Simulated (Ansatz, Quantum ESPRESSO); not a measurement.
# Be3Bi (Pm-3m): zone-centre phonons, part 3 of 3

Wanted: the vibrations of Be3Bi (Pm-3m) at Γ, by two programs.

Quantum ESPRESSO 7.5; DFT LDA, scalar-relativistic, plane waves, PseudoDojo norm-conserving pseudopotentials.

So far, highest optical zone-centre mode (no LO-TO term) (cm⁻¹): step 6 (zone-centre analysis) 296; step 7 (ASR crystal) 296.

The structure was built from a prototype and need not be the compound's stable phase.

### 9. The same in Ansatz

The same cell goes through another code, with its own cutoff. It uses its own PAW datasets, so the potentials differ. Its k mesh is centred on Γ.

This step: DFT LDA, scalar-relativistic, plane waves, PAW (Ansatz 0.2.0).

File input.yaml:

```yaml
crystal:
  lattice:
    - [3.8385886047, 0.0, 0.0]
    - [0.0, 3.8385886047, 0.0]
    - [0.0, 0.0, 3.8385886047]
  atoms:
    - { symbol: Bi, position: [0.0, 0.0, 0.0] }
    - { symbol: Be, position: [0.0, 0.5, 0.5] }
    - { symbol: Be, position: [0.5, 0.0, 0.5] }
    - { symbol: Be, position: [0.5, 0.5, 0.0] }
kpoints:
  mp_grid: { grid: [8, 8, 8] }
hamiltonian:
  xc: lda
scf:
  occupations: { method: cold, width: 0.27211 }
output:
  eigenvalues: true
phonons:
  method: dfpt
```

Command:

```console
> ansatz run input.yaml --threads 4 --pin off --max-ram 8192MiB --backend cpu --events-out ev --progress --plain --runs-dir out
```

Numbers of over 12 decimals in the logs are rounded to 6 here.

Output:

```text
zone centre: on kpoints.mp_grid the ground state, and the responses unless they are solved on pairs of k-points, stand on 125 of the mesh's 512 k-points, reduced under 8 symmetry operations, with k and −k counted as one. Each operation leaves every solved displacement unchanged or reverses it
Engine: ansatz 0.2.0, aarch64-unknown-linux-gnu
Pseudopotentials: kind: paw
Pseudopotential: Bi, paw, valence charge 15, recommended cutoff 420 eV (normal), Bi.paw.azcp
Pseudopotential: Be, paw, valence charge 2, recommended cutoff 420 eV (normal), Be.paw.azcp
Functional definition: SPW92
  exchange = slater_x
  correlation = pw_c
Crystal: 4 atoms, lattice volume = 56.561 Å³
Basis set: ecut = 420 eV, 1141 PW (Γ), exchange–correlation on 54×54×54 points (8 copies of the dense FFT grid, shifted against one another)
Bands: 15, of which v1, the nominal top of the filled ones, is band 11 counted from 1 (10 counted from 0)
Symmetry: 48 space group operations
k-points: 125 of 512 (irreducible under 8 space group operations)
Non-local potential: Bi, projectors of the file, l = 0: 2, l = 1: 2, l = 2: 2, l = 3: 2
Non-local potential: Be, projectors of the file, l = 0: 2, l = 1: 2, l = 2: 1
PAW form: soft (Blöchl's): semilocal exchange-correlation on the pseudo side does not see the compensation charge
PAW frozen core: Bi, regenerated for the run's functional, and the local potential with it (the file was generated under x = pbe(κ = 0.804, μ = 0.219515), c = pbe(β = 0.066725))
PAW frozen core: Be, regenerated for the run's functional, and the local potential with it (the file was generated under x = pbe(κ = 0.804, μ = 0.219515), c = pbe(β = 0.066725))
PAW one-centre angular grid: Bi, 590 points (default); XC on 64 Gauss nodes
PAW one-centre angular grid: Be, 110 points (default); XC on 64 Gauss nodes
Initial density: superposition of atomic densities (neutral atoms: chi_scale 0, normalization atom), corrected by the library's trained network
Initial wavefunctions: pseudopotential atomic-orbital guess
Functional: x = slater, c = lda
SCF iter   1: F=—  HF=-12346.996526 eV  |F-HF|=—  |Δ(HF+E_count)|=         —  Δρ=4.55e-3  dr2=7.81e-3  ethr=1.77e-3  ⟨swp⟩=5.1  Hψ=9642  notcnv=0
preconditioner: auto → none  [metal: Δε(μ)=0.077 eV  Ē_g=8.370 eV  σ=0.272 eV  W_gap=0.18  n_scr=6 (ndim 8)  ℏωp=16.4 eV  f_vac=0.000  D(μ)=1.31/eV (n_scr^D=6)  sad-step TF]
SCF iter   2: F=—  HF=-12346.994310 eV  |F-HF|=—  |Δ(HF+E_count)|=   2.22e-3  S|Δr|=    0.00e0  Δρ=2.91e-3  dr2=3.11e-3  ethr=3.72e-5  ⟨swp⟩=1.0  Hψ=2877  notcnv=0
SCF iter   3: F=—  HF=-12346.993874 eV  |F-HF|=—  |Δ(HF+E_count)|=   4.36e-4  S|Δr|=    0.00e0  Δρ=8.95e-4  dr2=4.39e-4  ethr=1.48e-5  ⟨swp⟩=3.0  Hψ=2858  notcnv=0
SCF iter   4: F=—  HF=-12346.993706 eV  |F-HF|=—  |Δ(HF+E_count)|=   1.68e-4  S|Δr|=    0.00e0  Δρ=4.07e-4  dr2=5.77e-5  ethr=2.09e-6  ⟨swp⟩=2.6  Hψ=3330  notcnv=0
SCF iter   5: F=—  HF=-12346.993701 eV  |F-HF|=—  |Δ(HF+E_count)|=   4.26e-6  S|Δr|=    0.00e0  Δρ=3.19e-4  dr2=3.42e-5  ethr=2.75e-7  ⟨swp⟩=2.0  Hψ=3083  notcnv=0
SCF iter   6: F=—  HF=-12346.993689 eV  |F-HF|=—  |Δ(HF+E_count)|=   1.26e-5  S|Δr|=    0.00e0  Δρ=1.47e-4  dr2=7.28e-6  ethr=1.63e-7  ⟨swp⟩=2.0  Hψ=2883  notcnv=0
SCF iter   7: F=—  HF=-12346.993682 eV  |F-HF|=—  |Δ(HF+E_count)|=   7.14e-6  S|Δr|=    0.00e0  Δρ=2.35e-5  dr2=2.02e-7  ethr=3.47e-8  ⟨swp⟩=2.0  Hψ=2621  notcnv=0
SCF iter   8: F=—  HF=-12346.993697 eV  |F-HF|=—  |Δ(HF+E_count)|=   1.51e-5  S|Δr|=    0.00e0  Δρ=1.74e-6  dr2=8.75e-10  ethr=9.64e-10  ⟨swp⟩=2.0  Hψ=2920  notcnv=0
SCF iter   9: F=—  HF=-12346.993697 eV  |F-HF|=—  |Δ(HF+E_count)|=  4.26e-10  S|Δr|=    0.00e0  Δρ=4.34e-7  dr2=3.25e-11  ethr=4.17e-12  ⟨swp⟩=2.2  Hψ=3253  notcnv=0
SCF iter  10: F=-12346.993697 eV  HF=-12346.993697 eV  |F-HF|=3.64e-12  |Δ(HF+E_count)|=  6.73e-11  S|Δr|=    0.00e0  Δρ=1.09e-7  dr2=5.72e-12  ethr=1.00e-12  ⟨swp⟩=6.5  Hψ=8428  notcnv=0
the search or the solves at the SCF's close seem to have found levels that the self-consistency loop had missed (the run counts 1). By its estimate they hold under 1e-12 electrons; where the run keeps them, the occupations were computed again with them
SCF 1 converged in 10 iterations: F = -12346.993697 eV  dr2 = 5.72e-12
  greatest PAW one-centre occupation: 0.988 electrons in one spin orbital (limit 2), on the Bi atom at site 0 (counted from 0), in its partial waves of l = 2
DFPT response loops at Γ: preconditioner auto → Kerker (q_TF=auto, 2.313 Å⁻¹) (partly filled bands, converged f_vac=0.000); β = 1.00, the filter's whole step (`scf.mixing.beta` (0.50) is not read by the response loops under this deck's `scf.mixing.preconditioner`; to damp them name `kerker` or `kerker_dos`, under which they read `scf.mixing.beta`, and type it under 1.00, their step now; both keys bind the ground state too); Broyden in place of MSR1
SCF converged after 10 iterations
Stability not checked: this state was not tested for a lower state beside it, because cold or Methfessel-Paxton smearing, or corrected tetrahedra, fill the levels in a way that the test cannot read (fill_not_monotonic; see scf.lower_state_search)
Free energy (F): -12346.993697 eV
Harris-Foulkes:  -12346.993697 eV  (|F-HF|=3.64e-12)
Internal energy: -12346.985952 eV  (E = F + TS)
E sigma→0 (E₀):  -12346.991115 eV
Entropy (-TS):   -0.007745 eV (-1.936 meV/atom)
Fermi energy:    10.481210 eV
--- Per-component energies (eV) ---
  E_band       = -75.252184
  E_kinetic    = 360.019687
  E_local      = -1635.994796  (includes V_loc(G=0)·N_el)
  E_nonlocal   = 578.117538
  E_hartree    = 560.598025
  E_xc         = -206.938184
  E_vxc        = -204.416057  (∫ρ·V_xc dr)
  E_paw        = -10518.726122  (= ΣΔE_a)
  E_vpaw       = -294.174143  (= ΣTr[D̂ρ^β])
  E_aug_tail   = -0.000551  (compensation charges beyond the density's cutoff)
  E_ewald      = -1484.147526
  E_core_change = 0.085977  (= ΣΔE_core)
  E_smearing   = -0.007745  (= −TS)
  E_closure    = 0.000000  (closes the sum)
  Σ components = -12346.993697   (vs F -12346.993697, Δ=0.00e0)
--- Band table (eV; the first three rows and the last of 125) ---
  k-point 0: bands = [... 7 lower, 6.6119, 6.6119, 7.8091, 11.1559, 11.1559, 14.5684, 14.5684, 14.5684]
  k-point 1: bands = [... 7 lower, 6.7838, 6.7838, 8.5712, 11.2050, 11.9879, 14.1297, 14.1297, 14.3761]
  k-point 2: bands = [... 7 lower, 7.2836, 7.2836, 9.2638, 11.3418, 12.7133, 12.7133, 13.2709, 13.9302]
  k-point 124: bands = [... 7 lower, 4.4253, 4.4253, 6.6945, 8.4988, 8.4988, 8.4988, 18.7846, 18.7846]
--- Phonons (Γ-DFPT): 3 representative perturbations + reference, on 125 of 512 k-points (Σ response iterations 9) ---
  k mesh reduced under 8 symmetry operations, with k and −k counted as one. Each operation leaves every solved displacement unchanged or reverses it
  ASR residual: 6.882e-5 → 0.000e0 eV/Å²; symmetrization residual: 1.554e-6 eV/Å²
  ASR residual per site (eV/Å²): 6.88e-5 5.77e-6 5.77e-6 5.77e-6
  Γ frequencies (cm⁻¹): -268.14 -268.14 -268.14 0.00 0.00 0.00 204.91 204.91 204.91 294.44 294.44 294.44
  non-analytic LO–TO correction: not included (Born effective charges unavailable; polar crystals: no LO–TO splitting at Γ)
```

Elapsed: 9 s, on 4 threads of Arm Neoverse V2, shared host; peak memory 0.64 GiB.

Numbers from this step:

```yaml
sum_rule_residual_before_enforcement: 6.88e-5 eV/Å²
highest_optical_zone_centre_mode_no_lo_to_term: 294.4 cm⁻¹
lowest_optical_zone_centre_mode: -268.1 cm⁻¹
```

### 10. The two compared: QE PseudoDojo and Ansatz, PAW

Numbers from this step:

* root-mean-square difference: 1.18 cm⁻¹
* largest difference: 1.58 cm⁻¹

Frequencies side by side, by row:

```
q (reciprocal lattice)  mode  QE PseudoDojo (cm⁻¹)  Ansatz, PAW (cm⁻¹)
                 0 0 0     1                -267.5              -268.1
                 0 0 0     2                -267.5              -268.1
                 0 0 0     3                -267.5              -268.1
                 0 0 0     4                     0                   0
                 0 0 0     5                     0                   0
                 0 0 0     6                     0                   0
                 0 0 0     7                   206               204.9
                 0 0 0     8                   206               204.9
                 0 0 0     9                   206               204.9
                 0 0 0    10                   296               294.4
                 0 0 0    11                   296               294.4
                 0 0 0    12                   296               294.4
```

At the zone centre the largest difference (acoustic modes at Γ apart) is 0.5 % of the highest mode.

### 11. Summary of results

```json
{
 "space group after relaxation": "Pm-3m",
 "volume per atom": "14.1 Å³",
 "highest optical zone-centre mode (no LO-TO term)": "296.0 cm⁻¹",
 "lowest optical zone-centre mode": "-267.5 cm⁻¹",
 "imaginary optical modes at the zone centre (no q mesh in this session)": "yes",
 "largest difference from Ansatz, PAW": "1.58 cm⁻¹"
}
```

**Reading.** At the LDA level the optical modes of Be3Bi (Pm-3m) at the zone centre run from 267i to 296 cm⁻¹, so the structure is a saddle point, with 3 modes beyond 10i cm⁻¹ there. Of the 9 optical modes, 6 are infrared active alone and 3 are silent. QE PseudoDojo and Ansatz, PAW differ by 1.2 cm⁻¹ in the root mean square and by 1.6 cm⁻¹ at most, 0.5 % of the highest mode compared (acoustic modes at Γ left out); the two use different potentials, and the cell was not relaxed for the second set. These are harmonic frequencies at zero temperature: anharmonic shifts and linewidths and thermal expansion are left out. Spin-orbit coupling is left out, which can matter for the heavy elements here. In a metal the frequencies hang on the k mesh and the smearing, most of all near Kohn anomalies. The runs are without spin polarisation, although the cell has an odd electron count or an open d or f shell, so a magnetic state was not tested. The structure is a hypothetical one, built on a prototype.

[Host names and launcher messages were left out of these logs when they were recorded.]

[Logs are printed without paths, hosts, clocks, repeated set-up lines and the standing remarks that a program may print on its own settings, such as how far it seeks lower states.]

[Hosts, paths, dates, database ids (printed as entryN), source tags and the programs' standing remarks are cut or masked in the printed files.]
